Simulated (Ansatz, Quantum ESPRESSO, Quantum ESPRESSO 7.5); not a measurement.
## The work function of Mo(100), 5 layers, one monolayer of Si on top sites, level by level

How much energy does it take to lift an electron out of Mo(100), 5 layers, one monolayer of Si on top sites, and how far do the settings matter?

Method: plane-wave DFT, PBE, GBRV ultrasoft pseudopotentials (geometry and cross-check by Ansatz 0.2.0 with PAW datasets; geometry under PBE), in Quantum ESPRESSO 7.5.

Report form: the programs' logs are mostly left out.

### 1. Set-up

The cell holds 6 atoms: 5 Mo and 1 Si. Cell: a = 3.150 Å, b = 3.150 Å, c = 25.300 Å, α = 90.0°, β = 90.0°, γ = 90.0°. It derives from Mo. Vacuum lies along c.

### 2. Relaxation with Ansatz

The geometry comes first, from a plane-wave PAW code, so that the later runs on this slab share one structure.

Input file input.yaml:

```yaml
crystal:
  lattice:
    - [3.15, 0.0, 0.0]
    - [0.0, 3.15, 0.0]
    - [0.0, 0.0, 25.3]
  atoms:
    - { symbol: Mo, position: [0.0, 0.0, 0.3280632411] }
    - { symbol: Mo, position: [0.5, 0.5, 0.3903162055] }
    - { symbol: Mo, position: [0.0, 0.0, 0.45256917] }
    - { symbol: Mo, position: [0.5, 0.5, 0.5148221344] }
    - { symbol: Mo, position: [0.0, 0.0, 0.5770750988] }
    - { symbol: Si, position: [0.0, 0.0, 0.6818181818] }
kpoints:
  mp_grid: { grid: [8, 8, 1] }
hamiltonian:
  xc: pbe
scf:
  occupations: { method: fermi_dirac, width: 0.1 }
  convergence: { dr2_threshold: 1.0e-08 }
efield:
  axis: 3
  dipole_correction: true
  ramp_position: 0.97
  ramp_width: 0.04
relax:
  f_tol: 0.01
  constraints: [{ sites: [0, 1, 2] }]
output:
  write_potential: true
  write_density: true
  volumetric_format: npy
```

Launch:

```console
$ ansatz run input.yaml --threads 4 --pin off --max-ram 8192MiB --backend cpu --events-out ev --progress --plain --runs-dir out
```

The job ended after 17 s (4 threads of Arm Neoverse V2, shared host; peak memory 0.62 GiB; 66 s of CPU time).

The steps of the relaxation:

```csv
step,energy less that of the first step (eV),largest force component (eV/Å)
1,0.0000,1.1494
2,-0.1686,0.5805
3,-0.1860,0.1891
4,-0.1925,0.0122
5,-0.1925,0.0007
```

Forces are held to the 8 operations that the run works with; a distortion that breaks them can't arise in this run.

The atoms that moved most (Å):

```csv
atom,dx,dy,dz,length
Si6,0.000,0.000,-0.265,0.265
Mo4,0.000,0.000,0.046,0.046
Mo5,0.000,0.000,-0.040,0.040
```

Final coordinates:

```xyz
6
Lattice="3.1500 0.0000 0.0000 0.0000 3.1500 0.0000 0.0000 0.0000 25.3000" Properties=species:S:1:pos:R:3
Mo    0.0000    0.0000    8.3000
Mo    1.5750    1.5750    9.8750
Mo    0.0000    0.0000   11.4500
Mo    1.5750    1.5750   13.0714
Mo    0.0000    0.0000   14.5596
Si    0.0000    0.0000   16.9854
```

The relaxation lowers the energy by 32 meV an atom. Held were the atoms numbered 1, 2 and 3; the forces quoted are those on the free ones.

Numbers from this step:

| Property | Result |
| --- | --- |
| free energy | -25411.2818 eV |
| energy at zero smearing | -25411.1758 eV |
| smearing term TS | 0.2121 eV |
| Fermi energy | 4.336 eV |
| symmetry operations | 8 |
| work function of the upper face | 5.094 eV |
| work function of the lower face | 3.951 eV |
| dipole along the normal | -0.06267 e·Å |

### 3. Ground state

A dipole correction (tefield, dipfield, eamp = 0) lets each face keep its own vacuum level; its ramp sits in the vacuum at emaxpos, and symmetry is switched off.

Level of this step: plane-wave DFT, PBE, GBRV ultrasoft pseudopotentials (Quantum ESPRESSO 7.5).

Input file scf.in:

```
&control
  prefix = 'scf'
  outdir = './out'
  pseudo_dir = './pseudo'
  calculation = 'scf'
  tprnfor = .true.
  tefield = .true.
  dipfield = .true.
/
&system
  ibrav = 0
  nat = 6
  ntyp = 2
  ecutwfc = 40
  ecutrho = 200
  occupations = 'smearing'
  smearing = 'mv'
  degauss = 0.02
  edir = 3
  emaxpos = 0.97
  eopreg = 0.04
  eamp = 0.0
/
&electrons
  conv_thr = 1e-07
  mixing_beta = 0.4
  electron_maxstep = 120
  mixing_mode = 'local-TF'
/
ATOMIC_SPECIES
  Mo  95.9500  mo_pbe_v1.uspp.F.UPF
  Si  28.0850  si_pbe_v1.uspp.F.UPF
CELL_PARAMETERS angstrom
  3.15000000000000 0.00000000000000 0.00000000000000
  0.00000000000000 3.15000000000000 0.00000000000000
  0.00000000000000 0.00000000000000 25.30000000000000
ATOMIC_POSITIONS crystal
  Mo  0.000000000000 0.000000000000 0.328063241100
  Mo  0.500000000000 0.500000000000 0.390316205500
  Mo  0.000000000000 0.000000000000 0.452569170000
  Mo  0.500000000000 0.500000000000 0.516655052112
  Mo  -0.000000000000 0.000000000000 0.575476801481
  Si  -0.000000000000 0.000000000000 0.671358630767
K_POINTS automatic
  8 8 1 0 0 0
```

Launch:

```console
$ OMP_NUM_THREADS=1 mpirun -n 4 pw.x -nk 4 -in scf.in > scf.out
```

It took 1.9 min on 4 MPI ranks; peak memory 0.77 GiB.

Read from the output:

| Quantity | Value |
| --- | --- |
| free energy | -9604.8441 eV |
| Fermi energy | 4.423 eV |
| dipole along the normal | -0.06319 e·Å |

The run needed 25 iterations to bring the estimated error under 1e-07 Ry; the largest force on any atom, held or free, is 1.29 eV/Å.

### 4. Potential by pp.x

plot_num = 11 writes the bare and Hartree potential. It leaves out exchange and correlation, which fade slowly, so it flattens close to the surface.

Input file pot.in:

```
&inputpp
  prefix = 'scf'
  outdir = './out'
  filplot = 'pot.dat'
  plot_num = 11
/
```

Launch:

```console
$ OMP_NUM_THREADS=1 mpirun -n 4 pp.x -in pot.in > pot.out
```

Elapsed: 0.95 s, on 4 MPI ranks; peak memory 0.1 GiB; 3.5 s of CPU time.

Numbers from this step:

| Item | Value |
| --- | --- |
| work function of the upper face | 5.095 eV |
| slope of the potential above | 1.37e-4 eV/Å |
| upper vacuum line continued to the top atoms, over the Fermi level | 5.095 eV |
| work function of the lower face | 3.943 eV |
| slope of the potential below | -8.54e-4 eV/Å |
| lower vacuum line continued to the bottom atoms, over the Fermi level | 3.938 eV |

The potential energy, planar mean oscillates, so the rows of the table below give means over windows of 1.58 Å about each position, cut where the curve ends. Its maxima inside the range that stand out by 2 % of the span (Å: eV): 9.1: -8.10, 10.7: -8.43, 12.3: -7.60, 13.8: -9.70, 15.8: 2.12, 24.4: 5.10. Its minima: 8.3: -23.5, 9.8: -23.9, 11.5: -24.0, 13.1: -23.9, 14.5: -23.6, 17.0: -9.53.

Electrostatic potential energy of an electron, with the sawtooth; zero at the Fermi level. Table of potential energy, planar mean by z; means over each step:

```csv
z (Å),"potential energy, planar mean (eV)"
0.79,3.97
2.37,3.94
3.95,3.94
5.53,3.79
7.11,-0.819
8.69,-15.6
10.27,-16.2
11.85,-15.7
13.43,-16.8
15.01,-11.4
16.59,-4.35
18.17,1.80
19.75,5.03
21.33,5.09
22.91,5.10
24.49,4.94
```

Electrostatic potential energy in the ca plane at fractional y = 0.000, with atoms of Mo and Si within 0.2 Å of it. With pseudopotentials it is smooth inside the atoms' cores, unlike the true potential.

Ten even steps from '0' (-133 eV) to '9' (5 eV), each cell a mean:
```
30048999720169998500389865579999999999999999
75589999865689999865799987789999999999999999
99999999998999999999999999999999999999999999
99999999999999999999999999999999999999999999
99999999999999999999999999999999999999999999
87789999987899999877899998899999999999999999
52268999842379998622589876689999999999999999
20038999600058998300279864579999999999999999
```
Columns run along c (16.0 Å, from fractional 0.31 to 0.94 of the cell; values clipped at the 3rd and 97th percentile), rows up along a (3.1 Å). Atoms in or near the plane, at fractional coordinates: Mo at (0.33, 0.00), Mo at (0.45, 0.00), Mo at (0.58, 0.00), Si at (0.67, 0.00).

The vacuum is flat to 0.9 meV/Å, so its level is well defined. Inside the slab the curve depends on the local part of the pseudopotentials; only the vacuum level has a meaning of its own.

### 5. Macroscopic average

A running mean over one period damps the atomic wiggles and leaves the mean of this pseudopotential's potential.

Input file avg.in:

```
1
pot.dat
1.0
643
3
2.9763186463
```

Launch:

```console
$ OMP_NUM_THREADS=1 average.x < avg.in > avg.out
```

Run time: 0.52 s. Hardware: 1 MPI rank; peak memory 0.1 GiB.

This step gave:

```
average.x's running mean inside the slab, on the run's own zero                  : -11.76 eV
mean potential by an exact Fourier window inside the slab, on the run's own zero : -11.76 eV
```

The potential energy (planar mean) oscillates, so the rows of the table below give means over windows of 1.61 Å about each position, cut where the curve ends. Its maxima inside the range that stand out by 2 % of the span (Å: eV): 9.0: -8.04, 10.6: -8.53, 12.3: -7.53, 13.8: -9.70, 15.9: 2.12, 24.4: 5.10. Its minima: 8.3: -23.5, 9.9: -24.0, 11.4: -24.1, 13.1: -23.9, 14.6: -23.6, 17.0: -9.50.

Electrostatic potential energy of an electron, with the sawtooth; zero at the Fermi level; window 1.5750 Å. Table of potential energy by z; means over each step:

```csv
z (Å),planar mean (eV),running mean (eV)
0.81,3.97,4.03
2.42,3.94,3.94
4.02,3.94,3.93
5.63,3.75,3.66
7.24,-2.59,-3.76
8.85,-15.8,-15.5
10.46,-16.3,-16.2
12.07,-15.6,-15.7
13.68,-17.3,-16.6
15.29,-7.30,-7.57
16.90,-5.36,-4.10
18.51,3.61,2.84
20.12,5.07,5.05
21.73,5.10,5.09
23.34,5.10,5.09
24.95,4.83,4.74
```

Where the running mean is not flat inside, average.x's window, rounded to the grid, doesn't match the spacings there.

### 6. Density by pp.x

plot_num = 0 writes the valence density.

Input file rho.in:

```
&inputpp
  prefix = 'scf'
  outdir = './out'
  filplot = 'rho.dat'
  plot_num = 0
/
```

Launch:

```console
$ OMP_NUM_THREADS=1 mpirun -n 4 pp.x -in rho.in > rho.out
```

Wall time 0.95 s (4 MPI ranks); peak memory 0.1 GiB; 3.5 s of CPU time.

This step gave:

- electrons by integration: 74.00 e

The valence density, planar mean oscillates, so the rows of the table below give means over windows of 1 Å about each position, cut where the curve ends. Its maxima inside the range that stand out by 2 % of the span (Å: e/Å³): 8.4: 1.08, 9.7: 1.09, 11.2: 1.09, 13.2: 1.11, 14.4: 1.09, 17.0: 0.197. Its minima: 9.1: 0.562, 10.7: 0.544, 12.3: 0.509, 13.8: 0.640, 15.8: 0.164.

Mean over planes. Table of valence density, planar mean by z; means over each step:

```csv
z (Å),"valence density, planar mean (e/Å³)"
3,1.6e-5
4,1.2e-4
5,9.3e-4
6,0.00758
7,0.0792
8,0.839
9,0.789
10,1.01
11,0.855
12,0.791
13,1.03
14,0.874
15,0.718
16,0.179
17,0.180
18,0.0957
19,0.0111
20,8.4e-4
21,6.1e-5
```

Valence density in the ca plane at fractional y = 0.000, with atoms of Mo and Si within 0.2 Å of it. It is the smooth field of the valence electrons, not physical close to the nuclei.

Ten even steps from '0' (0.0 e/Å³) to '9' (5.2 e/Å³), each cell a mean:
```
89961000398930001698820000000000000000000000
25520000135410000245200000000000000000000000
00000000000000000000000000000000000000000000
00000000000000000000000000000000000000000000
00000000000000000000000000000000000000000000
12210000012100000122100000000000000000000000
59941000279820001489510000000000000000000000
95581000393851001864921102000000000000000000
```
Columns run along c (16.0 Å, from fractional 0.31 to 0.94 of the cell), rows up along a (3.1 Å). Atoms in or near the plane, at fractional coordinates: Mo at (0.33, 0.00), Mo at (0.45, 0.00), Mo at (0.58, 0.00), Si at (0.67, 0.00).

The density integrates to 74.000 electrons, as the 74 of the input ask.

### 7. Projections on atomic orbitals

Projections on atomic orbitals tell which layers and orbitals hold the states near the zero of energy.

Input file pdos.in:

```
&projwfc
  prefix = 'scf'
  outdir = './out'
  filpdos = 'pdos'
  Emin = -3.577
  Emax = 8.424
  DeltaE = 0.1
  ngauss = 0
  degauss = 0.01
/
```

Launch:

```console
$ OMP_NUM_THREADS=1 mpirun -n 4 projwfc.x -in pdos.in > pdos.out
```

The job ended after 2.1 s (4 MPI ranks; peak memory 0.23 GiB).

Numbers from this step:

| Quantity | Value |
| --- | --- |
| spilling of the projection | 0.0013 |

Projected DOS an atom over height of the atomic layer and energy from the Fermi level. Columns are the atomic layers from the bottom up.

Values in states/eV, 22 rows by 6 columns, each cell a mean:
```
2.03 1.06 1.34 0.84 0.96 0.53
1.67 0.70 1.10 0.44 1.09 0.71
2.11 0.55 0.88 0.58 1.36 0.74
2.18 0.47 0.57 0.64 1.42 0.86
1.81 0.77 0.45 0.97 1.59 0.78
1.44 0.93 0.91 1.07 1.55 0.92
1.33 1.28 1.23 1.35 1.70 0.98
1.22 1.09 1.10 1.01 1.27 0.41
1.48 1.71 1.31 1.51 1.49 0.36
1.06 1.69 1.38 1.90 1.32 0.35
1.21 2.01 1.69 1.94 1.34 0.27
0.81 1.37 1.53 1.12 0.66 0.06
0.38 1.05 1.29 0.88 0.35 0.14
0.43 1.21 1.67 1.08 0.42 0.07
0.14 0.39 0.52 0.38 0.20 0.15
0.06 0.14 0.18 0.15 0.14 0.27
0.04 0.07 0.09 0.08 0.11 0.26
0.04 0.08 0.10 0.10 0.25 0.71
0.01 0.01 0.02 0.03 0.22 0.63
0.00 0.00 0.00 0.01 0.10 0.28
0.00 0.00 0.00 0.02 0.23 0.53
0.00 0.00 0.00 0.02 0.13 0.26
```
Columns: height of the atomic layer (Å) from 8.3 to 17.0 (not evenly spaced); rows upwards: energy from the Fermi level (eV) from -8.00 to 1.10.

The atomic orbitals miss 0.1 % of the occupied states; for empty states the projections can miss much more.

### 8. Self-consistent run: open boundaries by the effective screening medium

The effective screening medium with bc1 puts vacuum on both sides and removes the images along the normal. The slab must sit about z = 0, symmetry is kept, and the .esm1 file holds the planar potential.

Input file esm.in:

```
&control
  prefix = 'esm'
  outdir = './out'
  pseudo_dir = './pseudo'
  calculation = 'scf'
  tprnfor = .true.
/
&system
  ibrav = 0
  nat = 6
  ntyp = 2
  ecutwfc = 40
  ecutrho = 200
  occupations = 'smearing'
  smearing = 'mv'
  degauss = 0.02
  assume_isolated = 'esm'
  esm_bc = 'bc1'
/
&electrons
  conv_thr = 1e-07
  mixing_beta = 0.4
  electron_maxstep = 120
  mixing_mode = 'local-TF'
/
ATOMIC_SPECIES
  Mo  95.9500  mo_pbe_v1.uspp.F.UPF
  Si  28.0850  si_pbe_v1.uspp.F.UPF
CELL_PARAMETERS angstrom
  3.15000000000000 0.00000000000000 0.00000000000000
  0.00000000000000 3.15000000000000 0.00000000000000
  0.00000000000000 0.00000000000000 25.30000000000000
ATOMIC_POSITIONS crystal
  Mo  0.000000000000 0.000000000000 -0.171647694834
  Mo  0.500000000000 0.500000000000 -0.109394730434
  Mo  0.000000000000 0.000000000000 -0.047141765934
  Mo  0.500000000000 0.500000000000 0.016944116178
  Mo  -0.000000000000 0.000000000000 0.075765865547
  Si  -0.000000000000 0.000000000000 0.171647694834
K_POINTS automatic
  8 8 1 0 0 0
```

Launch:

```console
$ OMP_NUM_THREADS=1 mpirun -n 4 pw.x -nk 4 -in esm.in > esm.out
```

Run time: 1.8 min. Hardware: 4 MPI ranks; peak memory 0.66 GiB.

This step gave:

| Property | Result |
| --- | --- |
| free energy | -9604.8444 eV |
| Fermi energy | -4.524 eV |
| vacuum line at the lower end of the cell, over the Fermi level | 3.945 eV |
| vacuum line at the upper end of the cell, over the Fermi level | 5.102 eV |

The potential energy, planar mean oscillates, so the rows of the table below give means over windows of 1.58 Å about each position, cut where the curve ends. Its maxima inside the range that stand out by 2 % of the span (Å: eV): -3.5: -8.05, -2.0: -8.43, -0.3: -7.56, 1.2: -9.69, 3.2: 2.11. Its minima: -4.3: -23.5, -2.8: -23.9, -1.2: -24.1, 0.5: -23.9, 1.9: -23.6, 4.3: -9.52.

Electrostatic potential energy of an electron; zero at the Fermi level. Potential energy, planar mean against z; means over each step:

z (Å), potential energy, planar mean (eV) and a bar from the least value:
```
   -11.86        3.9 ############################
   -10.28        3.9 ############################
    -8.70        3.9 ############################
    -7.12        3.8 ############################
    -5.54       -0.7 ######################
    -3.96      -15.6 ##
    -2.38      -16.2 #
    -0.80      -15.7 ##
     0.78      -16.8 
     2.36      -11.4 #######
     3.94       -4.3 #################
     5.52        1.8 #########################
     7.10        5.0 ##############################
     8.68        5.1 ##############################
    10.26        5.1 ##############################
    11.84        5.1 ##############################
```

The vacuum levels are read from the outermost 0.7 Å of the cell on either side.

The run needed 39 iterations to bring the estimated error under 1e-07 Ry; the largest force on any atom, held or free, is 1.29 eV/Å.

The upper level is 5.102 eV against 5.095 eV from the periodic run.

### 9. SCF with pw.x: revPBE, GBRV ultrasoft

The geometry stays; functional or pseudopotentials change.

Level of this step: plane-wave DFT, revPBE, GBRV ultrasoft pseudopotentials made under PBE (Quantum ESPRESSO 7.5). input_dft overrides the functional of the files.

gbrv-revpbe.in is the input of step 8 with these lines changed:

```diff
@@ -1,3 +1,3 @@
 &control
-  prefix = 'esm'
+  prefix = 'gbrv-revpbe'
   outdir = './out'
@@ -13,2 +13,3 @@
   ecutrho = 200
+  input_dft = 'revpbe'
   occupations = 'smearing'
```

Launch:

```console
$ OMP_NUM_THREADS=1 mpirun -n 4 pw.x -nk 4 -in gbrv-revpbe.in > gbrv-revpbe.out
```

Run time: 2.3 min. Hardware: 4 MPI ranks; peak memory 0.69 GiB; 9.2 min of CPU time.

Read from the output:

- free energy: -9606.5471 eV
- Fermi energy: -4.435 eV
- vacuum line at the lower end of the cell, over the Fermi level: 3.825 eV
- vacuum line at the upper end of the cell, over the Fermi level: 5.046 eV

The potential energy, planar mean oscillates, so the rows of the table below give means over windows of 1.58 Å about each position, cut where the curve ends. Its maxima inside the range that stand out by 2 % of the span (Å: eV): -3.5: -8.11, -2.0: -8.49, -0.3: -7.62, 1.2: -9.74, 3.2: 2.07. Its minima: -4.3: -23.6, -2.8: -23.9, -1.2: -24.1, 0.5: -23.9, 1.9: -23.6, 4.3: -9.54.

Electrostatic potential energy of an electron; zero at the Fermi level. Potential energy, planar mean against z; means over each step:

```csv
z (Å),"potential energy, planar mean (eV)"
-11.86,3.82
-10.28,3.82
-8.70,3.82
-7.12,3.66
-5.54,-0.840
-3.96,-15.6
-2.38,-16.2
-0.80,-15.8
0.78,-16.9
2.36,-11.5
3.94,-4.33
5.52,1.73
7.10,4.98
8.68,5.04
10.26,5.05
11.84,5.05
```

The upper face goes from 5.102 eV (PBE, GBRV) to 5.046 eV, a change of -0.057 eV.

### 10. Self-consistent run: PBE, SG15 norm-conserving

Level of this step: plane-wave DFT, PBE, SG15 norm-conserving pseudopotentials (Quantum ESPRESSO 7.5).

sg15-pbe.in is the input of step 9 with these lines changed:

```diff
@@ -1,3 +1,3 @@
 &control
-  prefix = 'gbrv-revpbe'
+  prefix = 'sg15-pbe'
   outdir = './out'
@@ -11,5 +11,4 @@
   ntyp = 2
-  ecutwfc = 40
-  ecutrho = 200
-  input_dft = 'revpbe'
+  ecutwfc = 60
+  ecutrho = 240
   occupations = 'smearing'
@@ -27,4 +26,4 @@
 ATOMIC_SPECIES
-  Mo  95.9500  mo_pbe_v1.uspp.F.UPF
-  Si  28.0850  si_pbe_v1.uspp.F.UPF
+  Mo  95.9500  Mo_ONCV_PBE-1.2.upf
+  Si  28.0850  Si_ONCV_PBE-1.2.upf
 CELL_PARAMETERS angstrom
```

Launch:

```console
$ OMP_NUM_THREADS=1 mpirun -n 4 pw.x -nk 4 -in sg15-pbe.in > sg15-pbe.out
```

Elapsed: 4 min, on 4 MPI ranks; peak memory 0.73 GiB.

This step gave:

| Item | Value |
| --- | --- |
| free energy | -9433.2011 eV |
| Fermi energy | -4.489 eV |
| vacuum line at the lower end of the cell, over the Fermi level | 3.891 eV |
| vacuum line at the upper end of the cell, over the Fermi level | 5.088 eV |

The potential energy, planar mean oscillates, so the rows of the table below give means over windows of 1.58 Å about each position, cut where the curve ends. Its maxima inside the range that stand out by 2 % of the span (Å: eV): -3.6: -7.61, -2.0: -8.07, -0.4: -7.33, 1.2: -9.06, 3.3: 2.12. Its minima: -4.3: -22.6, -2.7: -23.1, -1.2: -23.1, 0.4: -23.0, 1.9: -22.7, 4.3: -18.1.

Electrostatic potential energy of an electron; zero at the Fermi level. Potential energy, planar mean against z; means over each step:

z (Å), potential energy, planar mean (eV) and a bar from the least value:
```
   -11.86        3.9 ############################
   -10.28        3.9 ############################
    -8.70        3.9 ############################
    -7.12        3.8 ############################
    -5.54       -0.5 ######################
    -3.96      -14.7 ##
    -2.38      -15.3 #
    -0.80      -14.9 #
     0.78      -15.8 
     2.36      -10.8 #######
     3.94       -7.3 ############
     5.52        1.7 #########################
     7.10        5.0 ##############################
     8.68        5.1 ##############################
    10.26        5.1 ##############################
    11.84        5.1 ##############################
```

The upper face goes from 5.102 eV (PBE, GBRV) to 5.088 eV, a change of -0.014 eV, a small one, from the pseudopotentials and their cutoffs.

(Continued in part 2 of 2.)

[Logs are printed without paths, hosts, clocks, repeated set-up lines and the standing remarks that a program may print on its own settings, such as how far it seeks lower states.]

[Hosts, paths, dates, database ids (printed as entryN), source tags and the programs' standing remarks are cut or masked in the printed files.]

[Maps of the electrostatic potential energy from Ansatz leave out the sawtooth potential of an applied field or a dipole correction, so their vacuum need not be flat; planar profiles and work functions include it.]
